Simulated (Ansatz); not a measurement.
# Direct or indirect: LaYO2F2 (P4mm)

Space group P4mm (No. 99). a = 3.973 Å, b = 3.973 Å, c = 5.708 Å, α = 90.00°, β = 90.00°, γ = 90.00°
```json
{"atom": "La", "site": "1a", "symmetry": "4mm", "x": "0.0000", "y": "0.0000", "z": "0.7142"}
{"atom": "Y", "site": "1b", "symmetry": "4mm", "x": "0.5000", "y": "0.5000", "z": "0.2909"}
{"atom": "F", "site": "2c", "symmetry": "2mm.", "x": "0.5000", "y": "0.0000", "z": "0.0106"}
{"atom": "O", "site": "2c", "symmetry": "2mm.", "x": "0.5000", "y": "0.0000", "z": "0.4869"}
```

Method: Ansatz, PBE, independent particles, without spin-orbit coupling, line width 0.1 eV (Gaussian). The band structure gives a fundamental gap of 4.43 eV. The spectrum of vertical transitions near the edge:

| E (eV) | Im ε, E ∥ xy | Im ε, E ∥ z |
| --- | --- | --- |
| 3.96 | 0.00 | 0.00 |
| 4.08 | 0.00 | 0.00 |
| 4.20 | 0.00 | 0.00 |
| 4.32 | 0.00 | 0.00 |
| 4.44 | 0.00 | 0.00 |
| 4.56 | 0.00 | 0.00 |
| 4.68 | 0.04 | 0.00 |
| 4.80 | 0.26 | 0.01 |
| 4.92 | 0.83 | 0.02 |
| 5.04 | 1.36 | 0.06 |
| 5.16 | 1.27 | 0.10 |
| 5.28 | 1.34 | 0.11 |
| 5.40 | 1.94 | 0.15 |
| 5.52 | 2.55 | 0.59 |
| 5.64 | 2.63 | 1.21 |
| 5.76 | 2.43 | 1.09 |
| 5.88 | 2.20 | 1.08 |
| 6.00 | 1.96 | 1.50 |

(1) Is the gap direct or indirect, and about where do vertical transitions set in?

Answers

(1) Indirect, by the band path, whose least direct gap is 4.74 eV. The curves fit this: they stay near zero above 4.43 eV and rise only from about 4.7 eV, though a forbidden direct transition would look alike. Lines are broadened by 0.1 eV, which spreads the edge, and phonons, which would give weak absorption from the fundamental gap up, are left out.

Note: cells built here by substitution need not match a known phase.

[Logs are printed without paths, hosts, clocks, repeated set-up lines and the standing remarks that a program may print on its own settings, such as how far it seeks lower states.]
